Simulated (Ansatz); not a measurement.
# (InSb)3(CdTe)1 [001] superlattice, started as zinc blende: relaxing the cell for a phonon run, part 2 of 2

Task: relax (InSb)3(CdTe)1 [001] superlattice, started as zinc blende tightly.

Ansatz 0.2.0; DFT PBEsol, scalar-relativistic, plane waves, PAW.

So far. Step 2 (A coarse first look): The coarse mesh shows no gap and a pressure of 1.0 GPa.

The structure was built from a prototype and need not be the compound's stable phase.

## 5. Relaxation, k-mesh 8×8×4, smearing width 0.1 eV

The relaxation is repeated from its end, on the mesh and smearing that suit the cell and gap now reached.

input.yaml

```yaml
crystal:
  lattice:
    - [3.2652019807, 3.2652019807, 0.0]
    - [-3.2850534847, 3.2850534847, 0.0]
    - [0.0, 0.0, 12.9428650329]
  atoms:
    - { symbol: Cd, position: [0.5, 0.5, 0.7385183569] }
    - { symbol: In, position: [0.0, 0.0, 0.0034516966] }
    - { symbol: In, position: [0.5, 0.5, 0.2528640763] }
    - { symbol: In, position: [0.0, 0.0, 0.5030447412] }
    - { symbol: Sb, position: [0.5, 0.0, 0.1263023931] }
    - { symbol: Sb, position: [0.0, 0.5, 0.376459686] }
    - { symbol: Sb, position: [0.5, 0.0, 0.6262571456] }
    - { symbol: Te, position: [0.0, 0.5, 0.8731019043] }
kpoints:
  mp_grid: { grid: [8, 8, 4] }
hamiltonian:
  xc: pbesol
scf:
  occupations: { method: gaussian, width: 0.1 }
output:
  forces: true
  stress: true
  eigenvalues: true
  write_density: true
  write_potential: true
  elf: true
  volumetric_format: npy
relax:
  adjacent_minimum: "off"
  f_tol: 0.005
  max_steps: 80
  cell: { stress_tol: 0.05 }
```

On the command line:

```sh
ansatz run input.yaml --threads 4 --pin off --max-ram 14336MiB --backend cpu --events-out ev --progress --plain --runs-dir out
```

Numbers of over 12 decimals in the logs are rounded to 6 here.

What it wrote:

```text
[...]
Crystal: 8 atoms, lattice volume = 277.660 Å³
Basis set: ecut = 420 eV, 5427 PW (Γ), exchange–correlation on 64×64×180 points (8 copies of the dense FFT grid, shifted against one another)
Bands: 72, of which v1, the nominal top of the filled ones, is band 60 counted from 1 (59 counted from 0)
Symmetry: 4 space group operations
[...]
k-points: 75 of 256 (time reversal used)
[...]
- { symbol: Cd, position: [0.500000, 0.500000, 0.738566] }
    - { symbol: In, position: [0, 0, 0.00342129] }
    - { symbol: In, position: [0.500000, 0.500000, 0.252838] }
    - { symbol: In, position: [0, 0, 0.502988] }
    - { symbol: Sb, position: [0.500000, 0, 0.126361] }
    - { symbol: Sb, position: [-2.40096629151205e-19, 0.500000, 0.376490] }
    - { symbol: Sb, position: [0.500000, 4.372116226283882e-19, 0.626208] }
    - { symbol: Te, position: [-5.56814695528293e-19, 0.500000, 0.873128] }
[key lines of the parts left out:]
SCF converged after 6 iterations
Free energy (F): -50887.011709 eV
Fermi energy:    7.263531 eV
P = ⅓ Tr σ = 0.0035 GPa (0.035 kbar)
```

Wall time 1.9 min (4 threads of Intel Xeon Platinum 8375C at 2.90GHz (Ice Lake), shared host); peak memory 1.5 GiB; 7.4 min of CPU time.

The steps of the relaxation:

```tsv
step	energy less that of the first step (eV)	largest force component (eV/Å)	pressure (GPa)	volume (Å³)
1	0.0000	0.0055	-0.01	277.66
2	-0.0002	0.0088	0.01	277.52
3	-0.0002	0.0047	0.00	277.56
4*	-0.0002	0.0047	0.00	277.56
```

Relaxation steps marked * repeat the geometry before them on a plane-wave basis chosen anew for their cell, so energy and pressure can jump there.

The run keeps the 4 symmetry operations that it works with, so distortions that break them were not tested.

```tsv
conventional cell, symmetrised	before	after	change
a (Å)	4.618	4.610	-0.2 %
b (Å)	4.646	4.641	-0.1 %
c (Å)	12.943	12.975	+0.3 %
volume (Å³/atom)	34.71	34.70	-0.0 %
```

The relaxed structure:

```cif
data_structure
_symmetry_space_group_name_H-M 'P 1'
_symmetry_Int_Tables_number 1
_cell_length_a 4.6097
_cell_length_b 4.6405
_cell_length_c 12.9753
_cell_angle_alpha 90.000
_cell_angle_beta 90.000
_cell_angle_gamma 90.000
_cell_volume 277.56
loop_
_atom_site_label
_atom_site_type_symbol
_atom_site_fract_x
_atom_site_fract_y
_atom_site_fract_z
_atom_site_occupancy
Cd1 Cd 0.50000 0.50000 0.73857 1
In2 In 0.00000 0.00000 0.00342 1
In3 In 0.50000 0.50000 0.25284 1
In4 In 0.00000 0.00000 0.50299 1
Sb5 Sb 0.50000 0.00000 0.12636 1
Sb6 Sb 0.00000 0.50000 0.37649 1
Sb7 Sb 0.50000 0.00000 0.62621 1
Te8 Te 0.00000 0.50000 0.87313 1
```

This step gave:

* pressure: 0.003477 GPa
* volume per atom: 34.70 Å³
* gap on the k-mesh: 0 eV

Valence density in the ac plane at fractional y = 0.500, with atoms of Cd and In and Sb and Te within 0.2 Å of it. It is the smooth field of the valence electrons, not physical close to the nuclei.

Values in e/Å³, 24 rows by 14 columns, each cell a mean:
```
 0  0  0  0  0  0  0  0  0  0  0  0  0  0
 3  1  1  0  0  0  0  0  0  0  0  0  1  2
13  7  2  0  0  0  0  0  0  0  0  1  4 10
10  6  2  0  0  0  0  0  0  0  0  1  3  8
 1  1  0  0  0  1  2  2  1  0  0  0  1  1
 0  0  0  0  1  4 12 16  9  2  0  0  0  0
 0  0  0  0  1  5 15 19 11  3  0  0  0  0
 0  0  0  0  0  1  2  3  2  1  0  0  0  0
 0  0  0  0  0  0  0  0  0  0  0  0  0  0
 0  0  0  0  0  0  0  0  0  0  0  0  0  0
 0  0  0  0  0  0  0  0  0  0  0  0  0  0
 0  0  0  0  0  0  0  0  0  0  0  0  0  0
 0  0  0  0  0  0  0  0  0  0  0  0  0  0
 3  1  1  0  0  0  0  0  0  0  0  0  1  2
17  8  2  0  0  0  0  0  0  0  0  1  3 12
10  5  1  0  0  0  0  0  0  0  0  1  2  7
 1  1  0  0  0  1  2  3  2  1  0  0  1  1
 0  0  0  0  1  3  8 11  6  2  0  0  0  0
 0  0  0  0  1  2  5  7  4  1  0  0  0  0
 0  0  0  0  0  0  1  1  1  0  0  0  0  0
 0  0  0  0  0  0  0  0  0  0  0  0  0  0
 0  0  0  0  0  0  0  0  0  0  0  0  0  0
 0  0  0  0  0  0  0  0  0  0  0  0  0  0
 0  0  0  0  0  0  0  0  0  0  0  0  0  0
```
Columns run along a (4.6 Å), rows up along c (13.0 Å). Atoms in or near the plane, at fractional coordinates: Cd at (0.50, 0.74), In at (0.50, 0.25), Sb at (0.00, 0.38), Te at (0.00, 0.87).

Electrostatic potential energy in the ac plane at fractional y = 0.500, with atoms of Cd and In and Sb and Te within 0.2 Å of it. With pseudopotentials it is smooth inside the atoms' cores, unlike the true potential.

Ten even steps from '_' (-27 eV) to '@' (12 eV), each cell a mean:
```
##%%%%@@@@@@@@@@@@@@@@@@%%##
++++++%%@@@@@@@@@@@@%%**==++
@@@@++++%%@@@@@@@@@@%%==##@@
@@%%==**%%@@%%%%@@%%%%==**@@
++++**%%##**====++##%%##++++
%%%%%%%%++::..__..--##%%%%%%
@@@@@@%%++::____..--##@@@@@@
@@@@@@@@##++==--==**%%@@@@@@
@@@@@@@@@@@@%%%%%%@@@@@@@@@@
@@@@@@@@@@@@@@@@@@@@@@@@@@@@
@@@@@@@@@@@@@@@@@@@@@@@@@@@@
@@@@@@@@@@@@@@@@@@@@@@@@@@@@
####%%@@@@@@@@@@@@@@@@@@%%##
::--++##@@@@@@@@@@@@%%**==::
::..::++%%@@@@@@@@@@##==..::
....--**%%%%####%%%%##==::..
==++**%%**--....::++####**==
%%@@%%%%==________..**%%@@%%
@@@@@@%%++..______::##%%@@@@
@@@@@@@@%%**====++##%%@@@@@@
@@@@@@@@@@@@@@%%@@@@@@@@@@@@
@@@@@@@@@@@@@@@@@@@@@@@@@@@@
@@@@@@@@@@@@@@@@@@@@@@@@@@@@
@@@@@@@@@@@@@@@@@@@@@@@@@@@@
```
Columns run along a (4.6 Å; values clipped at the 3rd and 97th percentile), rows up along c (13.0 Å). Atoms in or near the plane, at fractional coordinates: Cd at (0.50, 0.74), In at (0.50, 0.25), Sb at (0.00, 0.38), Te at (0.00, 0.87).

ELF in the ac plane at fractional y = 0.500, with atoms of Cd and In and Sb and Te within 0.2 Å of it. It is the smooth field of the valence electrons, not physical close to the nuclei.

Ten even steps from '_' (0.00) to '@' (0.79), each cell a mean:
```
######++--..______..==**####
==++**##**--____..++####**==
__..++##%%++....::**%%**--__
__::++%%##--....::++%%##==..
****##**--::--==--::==####**
##**++::--++%%@@##==::--++##
::::..::--**%%@@##++::::..::
____..::::--======--::..____
______..::::::::::::....____
__________..........________
____________________________
==--::..______________..--==
******==::________..--++****
::--==++++::____..--++++==--
____--++**==::::--++**==::__
__..--**##==------++##++::__
==++**##==--::::::--++##**==
******==--..______::--++****
::--------::..__..--------::
____..::------::----::::..__
______..::::::::::::..______
____________......__________
____________________________
==--::..______________..::--
```
Columns run along a (4.6 Å), rows up along c (13.0 Å). Atoms in or near the plane, at fractional coordinates: Cd at (0.50, 0.74), In at (0.50, 0.25), Sb at (0.00, 0.38), Te at (0.00, 0.87).

In this step the volume went from 34.71 to 34.70 Å³/atom.

## 6. Tight relaxation

Phonons need a cell at rest on their own settings, so the relaxation is repeated with tight tolerances on forces and stress on the k mesh and occupations of the first response run.

input.yaml

```yaml
crystal:
  lattice:
    - [3.2595723002, 3.2595723002, 0.0]
    - [-3.2813307947, 3.2813307947, 0.0]
    - [0.0, 0.0, 12.9752679375]
  atoms:
    - { symbol: Cd, position: [0.5, 0.5, 0.7385659033] }
    - { symbol: In, position: [0.0, 0.0, 0.0034212857] }
    - { symbol: In, position: [0.5, 0.5, 0.2528382544] }
    - { symbol: In, position: [0.0, 0.0, 0.5029876561] }
    - { symbol: Sb, position: [0.5, 0.0, 0.1263611898] }
    - { symbol: Sb, position: [0.0, 0.5, 0.3764898127] }
    - { symbol: Sb, position: [0.5, 0.0, 0.6262080197] }
    - { symbol: Te, position: [0.0, 0.5, 0.8731278784] }
kpoints:
  mp_grid: { grid: [8, 8, 4] }
hamiltonian:
  xc: pbesol
scf:
  occupations: { method: methfessel_paxton, width: 0.2 }
output:
  forces: true
  stress: true
  eigenvalues: true
relax:
  adjacent_minimum: "off"
  f_tol: 0.001
  max_steps: 60
  cell: { stress_tol: 0.01 }
```

What it wrote:

```text
[...]
Crystal: 8 atoms, lattice volume = 277.560 Å³
Basis set: ecut = 420 eV, 5419 PW (Γ), exchange–correlation on 64×64×180 points (8 copies of the dense FFT grid, shifted against one another)
Bands: 72, of which v1, the nominal top of the filled ones, is band 60 counted from 1 (59 counted from 0)
Symmetry: 4 space group operations
[...]
k-points: 75 of 256 (time reversal used)
[...]
- [-3.281215, 3.281215, 0]
    - [0, 0, 12.973456]
  atoms:
    - { symbol: Cd, position: [0.500000, 0.500000, 0.738562] }
    - { symbol: In, position: [0, 0, 0.00341621] }
    - { symbol: In, position: [0.500000, 0.500000, 0.252827] }
    - { symbol: In, position: [0, 0, 0.503023] }
    - { symbol: Sb, position: [0.500000, 0, 0.126330] }
    - { symbol: Sb, position: [0, 0.500000, 0.376447] }
    - { symbol: Sb, position: [0.500000, 0, 0.626251] }
    - { symbol: Te, position: [0, 0.500000, 0.873144] }
[key lines of the parts left out:]
SCF converged after 9 iterations
Free energy (F): -50887.010330 eV
Fermi energy:    7.257965 eV
P = ⅓ Tr σ = -0.0003 GPa (-0.003 kbar)
```

Run time: 1.9 min. Hardware: 4 threads; peak memory 1.5 GiB.

Little changed from the start: no atom moved by 0.005 Å and no cell edge by 0.1 %.

This step gave:

- pressure: -3.03e-4 GPa

The largest force component left is 0.41 meV/Å and the pressure is 0.000 GPa, within the tolerances set. The cell now holds 34.70 Å³/atom.

## 7. Results

```yaml
space_group_after_relaxation_within_0p01_a: Pmm2
lattice_constant_a: 4.611 Å
lattice_constant_b: 4.640 Å
lattice_constant_c: 12.973 Å
volume_per_atom: 34.7 Å³
```

**Reading.** The largest force component left is 0.41 meV/Å and the pressure is 0.000 GPa, within the tolerances set. The cell now holds 34.70 Å³/atom. The relaxation keeps the symmetry of its start, so it says nothing on stability against lower symmetry. Spin-orbit coupling is left out, which can matter for the heavy elements here. The starting cell was built on a prototype and not taken from a measurement, so the phase need not exist.

[Logs are printed without paths, hosts, clocks, repeated set-up lines and the standing remarks that a program may print on its own settings, such as how far it seeks lower states.]

[Hosts, paths, dates, database ids (printed as entryN), source tags and the programs' standing remarks are cut or masked in the printed files.]
